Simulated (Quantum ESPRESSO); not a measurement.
# Calculated records

### MnGe: parallel and opposed starts

The structure is cubic, space group P2_13 (No. 198). The conventional cell has a = 4.725 Å, b = 4.725 Å, c = 4.725 Å, α = 90.00°, β = 90.00°, γ = 90.00°. Mn has 7 Ge at 2.41 to 2.65 Å nearest. Nearest to Ge lie 7 Mn at 2.41 to 2.65 Å. Farther neighbours are not listed.

* method: LDA; plane waves with GBRV 1.5 LDA potentials, no spin-orbit coupling (and 1 further level or step)
* program: Quantum ESPRESSO 7.5
* settings of one run: GBRV 1.5 LDA, potential files Ge: ge_lda_v1.4.uspp.F.UPF, Mn: mn_lda_v1.5.uspp.F.UPF, cutoff 544.23 eV, 6×6×6 k-mesh, 79 bands, fermi-dirac occupations, smearing width 0.1 eV, collinear spin, SCF threshold 1.60e-8, mesh matched on, starting moments 3.5 3.5 3.5 3.5 0 0 0 0 μB
* cost: 3 runs, 17 min in all on 4 MPI ranks of Arm Neoverse V2, shared host (the runs of this entry)
* notes: The run is spin-polarised, with a total moment of 6.73 μB a cell (absolute 7.75). This is the lowest of 3 collinear or spinless starts, no proof of the ground state. A computed site moment is spin alone and hangs on the region that is counted: the program’s spheres do not touch and miss the tail of the moment. Measured moments hold any orbital part as well, and belong to the order of the sample, which need not be the order of this run.
* lowest state found: ferromagnetic (from ferro ++++ and ferri +++-)
* largest site moment: 1.73 μB
* next state with moments: antiferromagnetic, 55.4 meV a seeded atom higher

The smearing terms TS of the orders run from 55 to 76 meV a seeded atom, so the differences would change at a smaller width: an order with a larger TS is lowered more by the smearing. 1 start left the typed signs, so such an energy belongs to the state reached, not the one typed.

[Hosts, paths, dates, database ids (printed as entryN), source tags and the programs' standing remarks are cut or masked in the printed files.]

[Where a cell is said to come from a database of computed structures, the database is the Materials Project.]
